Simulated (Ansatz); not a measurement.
# ReS2 monolayer (2H): following an unstable mode

Wanted: the energy along a soft mode of ReS2 monolayer (2H) and the structure at the end.

Calculated with Ansatz 0.2.0; DFT PBEsol, scalar-relativistic, plane waves, PAW; PAW set soft_1.

## (1) Set-up

The cell holds 3 atoms: 1 Re and 2 S. Cell: a = 3.002 Å, b = 3.002 Å, c = 30.000 Å, α = 90.0°, β = 90.0°, γ = 120.0°. Vacuum lies along c.

## (2) Response at finite wavevector

The cell comes from relaxations at this level that are not shown. Stability and thermal properties need the whole zone. Linear response on a 6×6×1 q mesh gives force constants as far as a supercell of that size would.

Contents of input.yaml:

```yaml
crystal:
  lattice:
    - [3.0023789266, 0.0, 0.0]
    - [-1.5011894633, 2.6001364222, 0.0]
    - [0.0, 0.0, 30.0]
  atoms:
    - { symbol: Re, position: [0.3333333333, 0.6666666667, 0.3333333333] }
    - { symbol: S, position: [0.6666666667, 0.3333333333, 0.3888524246] }
    - { symbol: S, position: [0.6666666667, 0.3333333333, 0.2778142421] }
  periodic: [true, true, false]
kpoints:
  mp_grid: { grid: [18, 18, 1] }
hamiltonian:
  xc: pbesol
  pseudopotentials: { kind: paw, azcp: { folder: soft_1 }, xc_functional: pbe }
scf:
  occupations: { method: methfessel_paxton, width: 0.2 }
output:
  eigenvalues: true
phonons:
  method: dfpt
  qmesh: [6, 6, 1]
  temperatures: { t_max: 1000, t_step: 50 }
  qpath:
    path:
      - [0.0, 0.0, 0.0]
      - [0.5, 0.0, 0.0]
      - [0.33333333, 0.33333333, 0.0]
      - [0.0, 0.0, 0.0]
    npoints: 10
```

Started as:

```console
> ansatz run input.yaml --threads 4 --pin off --max-ram 16384MiB --backend cpu --events-out ev --progress --plain --runs-dir out
```

Numbers of over 12 decimals in the logs are rounded to 6 here.

The program printed:

```text
Engine: ansatz 0.2.0, aarch64-unknown-linux-gnu
Pseudopotentials: kind: paw
Pseudopotential: Re, paw, valence charge 15, recommended cutoff 420 eV (normal), soft_1/Re.paw.azcp
Pseudopotential: S, paw, valence charge 6, recommended cutoff 420 eV (normal), soft_1/S.paw.azcp
Functional definition: PBEsol
  exchange = pbesol_x
  correlation = pbesol_c
Crystal: 3 atoms, lattice volume = 234.198 Å³
Basis set: ecut = 420 eV, 4409 PW (Γ), exchange–correlation on 48×48×432 points (8 copies of the dense FFT grid, shifted against one another)
Bands: 18, of which v1, the nominal top of the filled ones, is band 14 counted from 1 (13 counted from 0)
Symmetry: 12 space group operations
k-points: 37 of 324 (time reversal used)
Non-local potential: Re, projectors of the file, l = 0: 3, l = 1: 2, l = 2: 2, l = 3: 1
Non-local potential: S, projectors of the file, l = 0: 2, l = 1: 2, l = 2: 1
PAW form: soft (Blöchl's): semilocal exchange-correlation on the pseudo side does not see the compensation charge
PAW frozen core: Re, regenerated for the run's functional, and the local potential with it (the file was generated under x = pbe(κ = 0.804, μ = 0.219515), c = pbe(β = 0.066725))
PAW frozen core: S, regenerated for the run's functional, and the local potential with it (the file was generated under x = pbe(κ = 0.804, μ = 0.219515), c = pbe(β = 0.066725))
PAW one-centre angular grid: Re, 590 points (default); XC on 64 Gauss nodes
PAW one-centre angular grid: S, 110 points (default); XC on 64 Gauss nodes
Initial density: superposition of atomic densities (neutral atoms: chi_scale 0, normalization atom)
Initial wavefunctions: pseudopotential atomic-orbital guess
Functional: x = pbesol(κ = 0.804, μ = 0.123457), c = pbesol(β = 0.046)
SCF iter   1: F=—  HF=-12509.409251 eV  |F-HF|=—  |Δ(HF+E_count)|=         —  Δρ=1.91e-2  dr2=8.80e-1  ethr=3.10e-3  ⟨swp⟩=16.9  Hψ=7713  notcnv=0
preconditioner: auto → LDOS  [metal: Δε(μ)=0.086 eV  Ē_g=9.191 eV  σ=0.200 eV  W_gap=0.34  n_scr=18 (ndim 8)  ℏωp=10.6 eV  f_vac=0.755  D(μ)=1.80/eV (n_scr^D=10)  β→1.0]
SCF iter   2: F=—  HF=-12509.234152 eV  |F-HF|=—  |Δ(HF+E_count)|=   1.75e-1  S|Δr|=    0.00e0  Δρ=1.08e-2  dr2=3.64e-1  ethr=3.10e-3  ⟨swp⟩=4.9  Hψ=2347  notcnv=0  defer=1
SCF iter   3: F=—  HF=-12509.120290 eV  |F-HF|=—  |Δ(HF+E_count)|=   1.14e-1  S|Δr|=    0.00e0  Δρ=1.61e-3  dr2=1.06e-2  ethr=1.35e-3  ⟨swp⟩=3.9  Hψ=1944  notcnv=0  defer=1
SCF iter   4: F=—  HF=-12509.117183 eV  |F-HF|=—  |Δ(HF+E_count)|=   3.11e-3  S|Δr|=    0.00e0  Δρ=3.23e-4  dr2=3.18e-4  ethr=3.92e-5  ⟨swp⟩=3.8  Hψ=1691  notcnv=0  defer=1
SCF iter   5: F=—  HF=-12509.117272 eV  |F-HF|=—  |Δ(HF+E_count)|=   8.89e-5  S|Δr|=    0.00e0  Δρ=1.05e-4  dr2=2.21e-5  ethr=1.18e-6  ⟨swp⟩=3.3  Hψ=1617  notcnv=0  defer=1
SCF iter   6: F=—  HF=-12509.117273 eV  |F-HF|=—  |Δ(HF+E_count)|=   6.95e-7  S|Δr|=    0.00e0  Δρ=2.24e-5  dr2=1.01e-6  ethr=8.19e-8  ⟨swp⟩=3.8  Hψ=1629  notcnv=0  defer=1
SCF iter   7: F=—  HF=-12509.117377 eV  |F-HF|=—  |Δ(HF+E_count)|=   1.04e-4  S|Δr|=    0.00e0  Δρ=3.97e-6  dr2=6.84e-8  ethr=3.73e-9  ⟨swp⟩=4.0  Hψ=1765  notcnv=0  defer=1
SCF iter   8: F=—  HF=-12509.117377 eV  |F-HF|=—  |Δ(HF+E_count)|=   8.34e-8  S|Δr|=    0.00e0  Δρ=1.13e-6  dr2=3.53e-9  ethr=2.53e-10  ⟨swp⟩=3.5  Hψ=1281  notcnv=0  defer=1
SCF iter   9: F=—  HF=-12509.117377 eV  |F-HF|=—  |Δ(HF+E_count)|=   1.78e-8  S|Δr|=    0.00e0  Δρ=2.54e-7  dr2=2.38e-10  ethr=1.31e-11  ⟨swp⟩=4.0  Hψ=1806  notcnv=0  defer=1
SCF iter  10: F=-12509.117377 eV  HF=-12509.117377 eV  |F-HF|=1.09e-10  |Δ(HF+E_count)|=   4.19e-9  S|Δr|=    0.00e0  Δρ=3.90e-8  dr2=4.44e-12  ethr=1.00e-12  ⟨swp⟩=15.5  Hψ=7297  notcnv=0
SCF 1 converged in 10 iterations: F = -12509.117377 eV  dr2 = 4.44e-12
  greatest PAW one-centre occupation: 0.999 electrons in one spin orbital (limit 2), on the Re atom at site 0 (counted from 0), in its partial waves of l = 0
phonons: the bands overlap, so this run is a metal and interpolates without the dipole-dipole term. If the crystal is really an insulator or semiconductor, its LO-TO splitting is missing
NSCF: frozen V_eff on 37 k-points
WARN: eigensolver did not converge (k=0): 1 band(s) unlocked after 2 eigensolves, warm-restarted (20 sweeps on the last) at ethr=1.28e-12 eV (storage-precision floor; scheduled 1.00e-12 eV) (lowest unlocked band 17, counted from 0; max residual 9.28e-5 eV among the unlocked bands, 9.28e-5 eV over every band; other slots of this pass that fall short are told together in one closing line; warning suppressed until the next SCF loop or pass starts)
WARN: eigensolver did not converge in 17 slots of this pass, the one above among them; of largest residual over every band (k=25): 1 band(s) unlocked (lowest unlocked band 17, counted from 0; max residual 7.57e-4 eV among the unlocked bands, 7.57e-4 eV over every band); of lowest unlocked band (k=0): band 17
NSCF: frozen V_eff on 91 k-points
DFPT response loops at q = (0, 0, 0) (fractional): preconditioner auto → none (partly filled bands, converged f_vac=0.757); β = 0.50; Broyden in place of MSR1
NSCF: frozen V_eff on 342 k-points
DFPT response loops at q = (0, 0.166667, 0) (fractional): mixed as the last ones told, above
NSCF: frozen V_eff on 342 k-points
DFPT response loops at q = (0, 0.333333, 0) (fractional): mixed as the last ones told, above
NSCF: frozen V_eff on 182 k-points
DFPT response loops at q = (0, -0.5, 0) (fractional): mixed as the last ones told, above
NSCF: frozen V_eff on 648 k-points
DFPT response loops at q = (0.166667, 0.166667, 0) (fractional): mixed as the last ones told, above
NSCF: frozen V_eff on 648 k-points
DFPT response loops at q = (0.166667, 0.333333, 0) (fractional): mixed as the last ones told, above
NSCF: frozen V_eff on 342 k-points
DFPT response loops at q = (0.333333, 0.333333, 0) (fractional): mixed as the last ones told, above
SCF converged after 10 iterations
Stability not checked: this state was not tested for a lower state beside it, because cold or Methfessel-Paxton smearing, or corrected tetrahedra, fill the levels in a way that the test cannot read (fill_not_monotonic; see scf.lower_state_search)
Free energy (F): -12509.117377 eV
Harris-Foulkes:  -12509.117377 eV  (|F-HF|=1.09e-10)
Internal energy: -12509.117868 eV  (E = F + TS)
E sigma→0 (E₀):  -12509.117500 eV
Entropy (-TS):   0.000492 eV (0.164 meV/atom)
Fermi energy:    -4.355590 eV
--- Per-component energies (eV) ---
  E_band       = -674.996353
  E_kinetic    = 735.432079
  E_local      = -52827.162321  (includes V_loc(G=0)·N_el)
  E_nonlocal   = 152.869641
  E_hartree    = 25945.910643
  E_xc         = -530.232299
  E_vxc        = -455.220294  (∫ρ·V_xc dr)
  E_paw        = -9760.564836  (= ΣΔE_a)
  E_vpaw       = -172.736928  (= ΣTr[D̂ρ^β])
  E_aug_tail   = 0.000050  (compensation charges beyond the density's cutoff)
  E_ewald      = 23774.271950
  E_core_change = 0.357225  (= ΣΔE_core)
  E_smearing   = 0.000492  (= −TS)
  E_closure    = -0.000000  (closes the sum)
  Σ components = -12509.117377   (vs F -12509.117377, Δ=0.00e0)
--- Band table (eV; the first three rows and the last of 37) ---
  k-point 0: bands = [... 10 lower, -7.5262, -7.4855, -7.4855, -3.1062, -3.1062, -3.0648, -3.0648, -0.7070]
  k-point 1: bands = [... 10 lower, -7.5771, -7.5185, -7.4474, -3.2937, -3.2242, -3.1344, -3.0244, -0.5966]
  k-point 2: bands = [... 10 lower, -7.8197, -7.5144, -7.4299, -3.8094, -3.4501, -3.3174, -2.8162, -0.3523]
  k-point 36: bands = [... 10 lower, -9.7899, -9.0433, -6.6693, -4.3107, -3.9884, -2.8150, -0.8985, -0.0926]
--- Phonons (Γ-DFPT): 4 representative perturbations + reference (Σ response iterations 18) ---
  ASR residual: 4.025e-5 → 0.000e0 eV/Å²; symmetrization residual: 9.335e-6 eV/Å²
  ASR residual per site (eV/Å²): 4.03e-5 1.05e-5 1.05e-5
  Γ frequencies (cm⁻¹): 0.00 0.00 0.00 241.80 258.40 258.40 317.31 317.31 383.02
--- Phonons (arbitrary-q DFPT): 7 irreducible q on the 6×6×1 mesh ---
  q = [0.0000, 0.0000, 0.0000] (star 1, of the zone-centre solve; hermiticity 1.06e-6, symmetrization 3.90e-14): -0.00 -0.00 0.00 241.80 258.40 258.40 317.31 317.31 383.02
  q = [0.0000, 0.1667, 0.0000] (star 6, 6 solved perturbations on 171 of 324 k-point pairs; hermiticity 7.30e-7, symmetrization 1.59e-9): 43.93 64.95 89.87 238.71 264.42 301.93 307.76 313.78 359.79
  q = [0.0000, 0.3333, 0.0000] (star 6, 6 solved perturbations on 171 of 324 k-point pairs; hermiticity 4.34e-7, symmetrization 6.69e-10): -115.39 77.02 122.93 254.91 270.78 292.45 294.82 295.28 334.08
  q = [0.0000, -0.5000, 0.0000] (star 3, 6 solved perturbations on 91 of 324 k-point pairs; hermiticity 3.97e-7, symmetrization 3.28e-9): -221.02 -36.20 156.53 242.28 276.09 285.35 293.52 314.51 346.38
  q = [0.1667, 0.1667, 0.0000] (star 6, 4 solved perturbations in 990 linear systems a pass and spin channel, the states on 324 of 324 k-point pairs; hermiticity 8.47e-7, symmetrization 6.61e-10): -57.54 98.28 102.60 251.57 269.05 279.54 301.83 310.04 328.87
  q = [0.1667, 0.3333, 0.0000] (star 12, 6 solved perturbations on 324 of 324 k-point pairs: no pair is spared here; hermiticity 2.04e-7, symmetrization 6.52e-10): -147.24 82.03 145.79 253.52 283.68 292.65 295.57 313.41 334.36
  q = [0.3333, 0.3333, 0.0000] (star 2, 4 solved perturbations in 470 linear systems a pass and spin channel, the states on 171 of 324 k-point pairs; hermiticity 2.51e-7, symmetrization 5.34e-8): -130.86 69.11 155.06 279.30 283.27 291.93 297.55 312.20 327.60
  sum rule: each row above includes the acoustic sum rule's correction from the zone centre's row sums; it moved no ω² by more than (0.30 cm⁻¹)²
  mesh force constants: q→R imaginary residual 1.25e-18; ASR residual 4.025e-5 → 0.000e0 eV/Å²; symmetrization residual 1.421e-14 eV/Å²
  interpolated dispersion: 31 rows × 9 modes
  density of states and harmonic sums: on the 24×24×1 q-mesh, interpolated from the force constants of a 6×6×1 supercell (no non-analytic term)
  largest difference from the sums on the solved wave vectors: F 6.03e-2 eV, S 7.78e-5 and C_V 1.76e-5 eV/K
  zero-point energy: 0.122115 eV/cell   skipped modes (ω ≤ 0): 49, of them read as no rigid motion or as one in doubt: 46 (7.639e-1 modes/cell left out, lowest -221.02 cm⁻¹)   left out of the sums: 8.55e-2 of the cell's modes: C_V's classical limit lies that fraction below 3 k_B per atom; for a crystal, a wire or a layer, F and S can be off by more, and a phonons.interpolated_qmesh denser along its periods is the remedy for the sampling
```

Wall time 16 min (4 threads of Arm Neoverse V1, shared host); peak memory 3 GiB; 63 min of CPU time.

The column dr2 measures how far the density is from self-consistency, as an energy; F and HF (Harris–Foulkes) agree once it is small.

This step gave:

| Property | Result |
| --- | --- |
| gap on the k-mesh | 0 eV |
| sum-rule residual before enforcement | 4.03e-5 eV/Å² |
| lowest frequency on the path | -221.0 cm⁻¹ |
| point group | -6m2 |
| highest frequency on the path or at a solved wavevector | 383.0 cm⁻¹ |
| area per atom | 2.602 Å² |
| highest optical mode at the zone centre (no LO-TO term) | 383.0 cm⁻¹ |
| lowest optical zone-centre mode | 241.8 cm⁻¹ |
| lowest mode on the q mesh (acoustic modes at Γ apart) | -221.0 cm⁻¹ |

Frequencies (cm⁻¹) solved at each irreducible wavevector; negative means imaginary. Frequencies by wavevector, by row:

```csv
q in reciprocal lattice units,star,mode 1,mode 2,mode 3,mode 4,mode 5,mode 6,mode 7,mode 8,mode 9
0 0 0,1,0,0,0,241.8,258.4,258.4,317.3,317.3,383
0 0.1667 0,6,43.9,65,89.9,238.7,264.4,301.9,307.8,313.8,359.8
0 0.3333 0,6,-115.4,77,122.9,254.9,270.8,292.4,294.8,295.3,334.1
0 -0.5 0,3,-221,-36.2,156.5,242.3,276.1,285.4,293.5,314.5,346.4
0.1667 0.1667 0,6,-57.5,98.3,102.6,251.6,269.1,279.5,301.8,310,328.9
0.1667 0.3333 0,12,-147.2,82,145.8,253.5,283.7,292.6,295.6,313.4,334.4
0.3333 0.3333 0,2,-130.9,69.1,155.1,279.3,283.3,291.9,297.6,312.2,327.6
```

Interpolated from a 6×6×1 q mesh. The phonon branches at the labelled points (cm⁻¹):

| point | branch 1 | branch 2 | branch 3 | branch 4 | branch 5 | branch 6 | branch 7 | branch 8 | branch 9 |
| --- | --- | --- | --- | --- | --- | --- | --- | --- | --- |
| Γ | 0 | 0 | 0 | 242 | 258 | 258 | 317 | 317 | 383 |
| halfway | 66 | 78 | 85 | 252 | 268 | 292 | 303 | 303 | 340 |
| M | -221 | -36 | 156 | 242 | 276 | 285 | 294 | 314 | 346 |
| halfway | -165 | 63 | 154 | 255 | 287 | 292 | 294 | 318 | 339 |
| K | -131 | 69 | 155 | 279 | 283 | 292 | 298 | 312 | 328 |
| halfway | -58 | 98 | 103 | 252 | 269 | 280 | 302 | 310 | 329 |
| Γ | 0 | 0 | 0 | 242 | 258 | 258 | 317 | 317 | 383 |

The phonon branches as a text plot (rows in cm⁻¹):

```
    370 |*******                                           ******
    345 |       *********************                 *****
    320 |*********      *****************************************
    295 |   *************************************************
    270 |*************************  *****************************
    245 |***************************           ******************
    219 |
    194 |
    169 |
    144 |               **************************
    119 |           ****                          **
     94 |     ******                         *****  *******
     68 |   ************           **********         *******
     43 | ******        **      ***                      *******
     18 | ****                 *                           *****
     -7 |***              **                                 ****
    -32 |                   ***
    -57 |           **                              **
    -83 |
   -108 |                                      *****
   -133 |             **             **********
   -158 |                          **
   -183 |               **        *
   -208 |                 ********
         Γ                   M           K                      Γ
```

Symmetry leaves 7 wavevectors to solve. The lowest mode among them, the acoustic zeros apart, lies at q = (0, -0.5, 0) and is imaginary, 221.0i cm⁻¹, so the energy falls along it.

## (3) The mode frozen in, largest atomic shift 0 Å

The mode followed lies at q = (0.333, 0.333, 0) with frequency 130.9i cm⁻¹, one of the unstable modes though not the softest. At small amplitude the distorted cell has space group no. 189 by a symmetry search on the positions. The undistorted cell that holds it gives the zero of energy on the same k mesh.

System of this step: ReS2 monolayer (2H). The cell holds 9 atoms: 3 Re and 6 S. Cell: a = 5.200 Å, b = 5.200 Å, c = 30.000 Å, α = 90.0°, β = 90.0°, γ = 60.0°. It derives from ReS2. Vacuum lies along c.

Contents of input.yaml:

```yaml
crystal:
  lattice:
    - [0.0, -5.2002728444, 0.0]
    - [-4.5035683899, -2.6001364221, 0.0]
    - [0.0, 0.0, -30.0]
  atoms:
    - { symbol: Re, position: [0.3333333333, 0.6666666667, 0.6666666667] }
    - { symbol: Re, position: [1.0, 0.3333333333, 0.6666666667] }
    - { symbol: Re, position: [0.6666666667, 0.0, 0.6666666667] }
    - { symbol: S, position: [0.6666666667, 0.3333333333, 0.6111475754] }
    - { symbol: S, position: [0.3333333333, 1.0, 0.6111475754] }
    - { symbol: S, position: [0.0, 0.6666666667, 0.6111475754] }
    - { symbol: S, position: [0.6666666667, 0.3333333333, 0.7221857579] }
    - { symbol: S, position: [0.3333333333, 1.0, 0.7221857579] }
    - { symbol: S, position: [0.0, 0.6666666667, 0.7221857579] }
  periodic: [true, true, false]
kpoints:
  mp_grid: { grid: [9, 9, 1] }
hamiltonian:
  xc: pbesol
  pseudopotentials: { kind: paw, azcp: { folder: soft_1 }, xc_functional: pbe }
scf:
  occupations: { method: methfessel_paxton, width: 0.2 }
output:
  forces: true
  stress: true
  eigenvalues: true
```

The program printed:

```text
[...]
Crystal: 9 atoms, lattice volume = 702.594 Å³
Basis set: ecut = 420 eV, 13667 PW (Γ), exchange–correlation on 72×72×432 points (8 copies of the dense FFT grid, shifted against one another)
Bands: 50, of which v1, the nominal top of the filled ones, is band 41 counted from 1 (40 counted from 0)
Symmetry: 36 space group operations
[...]
k-point 0: bands = [... 37 lower, -6.6712, -6.6712, -4.3141, -4.3141, -3.9896, -3.9896, -3.1066, -3.1066, ... 5 higher]
  k-point 1: bands = [... 37 lower, -6.8114, -6.7692, -4.2313, -4.1926, -3.8885, -3.8515, -3.3593, -3.2608, ... 5 higher]
  k-point 2: bands = [... 37 lower, -7.0717, -6.8715, -4.3406, -3.9818, -3.9630, -3.6846, -3.5429, -3.4257, ... 5 higher]
  k-point 11: bands = [... 37 lower, -7.1517, -7.1517, -4.4387, -4.4387, -4.4387, -3.9196, -3.9196, -3.9196, ... 5 higher]
[key lines of the parts left out:]
SCF converged after 8 iterations
Free energy (F): -37527.349243 eV
Fermi energy:    -4.361836 eV
P = ½ c Tr σ = 0.0250 N/m
```

Run time: 12 s. Hardware: 4 threads; peak memory 1.2 GiB.

This run has no spin polarisation although its electron count is odd.

Numbers from this step:

* energy from the undistorted cell: 0 meV/atom

## (4) The mode frozen in, largest atomic shift 0.14 Å

The atoms are moved along the unstable eigenvector, the largest shift by 0.14 Å, with the cell fixed.

input.yaml, the sections that differ from step 3:

```yaml
crystal:
  lattice:
    - [0.0, -5.2002728444, 0.0]
    - [-4.5035683899, -2.6001364221, 0.0]
    - [0.0, 0.0, -30.0]
  atoms:
    - { symbol: Re, position: [0.3333327183, 0.6397453099, 0.6666666667] }
    - { symbol: Re, position: [0.9730790912, 0.3602534326, 0.6666666667] }
    - { symbol: Re, position: [0.6935881905, 2.809e-07, 0.6666666667] }
    - { symbol: S, position: [0.6666665246, 0.3333336023, 0.6088750665] }
    - { symbol: S, position: [0.3333337444, 0.9999995889, 0.6156925531] }
    - { symbol: S, position: [-2.69e-07, 0.6666668088, 0.6088750242] }
    - { symbol: S, position: [0.6666665246, 0.3333336023, 0.7244582669] }
    - { symbol: S, position: [0.3333337444, 0.9999995889, 0.7176407802] }
    - { symbol: S, position: [-2.69e-07, 0.6666668088, 0.7244583092] }
  periodic: [true, true, false]
# kpoints, hamiltonian, scf, output: as in step 3
```

The program printed:

```text
[...]
k-point 0: bands = [... 37 lower, -6.7180, -6.7180, -4.3137, -4.3137, -3.8952, -3.8952, -3.3120, -2.9683, ... 5 higher]
  k-point 1: bands = [... 37 lower, -6.8490, -6.7812, -4.3693, -4.2227, -3.7998, -3.7541, -3.2248, -3.1280, ... 5 higher]
  k-point 2: bands = [... 37 lower, -7.0796, -6.8378, -4.5867, -4.1681, -3.6000, -3.5490, -3.4465, -3.2953, ... 5 higher]
  k-point 11: bands = [... 37 lower, -6.9478, -6.9478, -4.6217, -4.6217, -4.3196, -3.8165, -3.3639, -3.3639, ... 5 higher]
[key lines of the parts left out:]
SCF converged after 9 iterations
Free energy (F): -37527.483104 eV
Fermi energy:    -4.407777 eV
P = ½ c Tr σ = 1.5207 N/m
```

Elapsed: 13 s, on 4 threads; peak memory 1.2 GiB; 50 s of CPU time.

This step gave:

* energy from the undistorted cell: -14.81 meV/atom

The energy, extrapolated to zero smearing, is -14.81 meV/atom against the undistorted cell.

## (5) Energy along the mode, all amplitudes (two of the runs are shown above)

An imaginary frequency means negative curvature, so the energy should fall and then rise again as anharmonic terms take over.

This step gave:

```yaml
depth_at_the_lowest_point_sampled: 14.81 meV/atom
largest_atomic_shift_at_that_point: 0.14 Å
```

Energy from the parent against largest shift of an atom, one sign:

| largest shift of an atom, one sign (Å) | energy from the parent (meV/atom) |
| --- | --- |
| 0.000 | 0 |
| 0.040 | -3.85 |
| 0.080 | -10.3 |
| 0.140 | -14.8 |
| 0.220 | -7.25 |
| 0.320 | 44.5 |

Displacement at unit largest shift by atom:

```csv
atom,x (Å),y (Å),z (Å),size
Re1,0.87,0.50,0.00,1.00
Re2,-0.87,0.50,0.00,1.00
Re3,0.00,-1.00,0.00,1.00
S4,0.00,0.00,0.49,0.49
S5,0.00,0.00,-0.97,0.97
S6,0.00,0.00,0.49,0.49
S7,0.00,0.00,-0.49,0.49
S8,0.00,0.00,0.97,0.97
S9,0.00,0.00,-0.49,0.49
```

The lowest of the steps tried is at 0.14 Å, 14.8 meV/atom below the parent; the bottom of the well need not coincide with a step.

[end of part 1 of 3]

[Logs are printed without paths, hosts, clocks, repeated set-up lines and the standing remarks that a program may print on its own settings, such as how far it seeks lower states.]

[Hosts, paths, dates, database ids (printed as entryN), source tags and the programs' standing remarks are cut or masked in the printed files.]
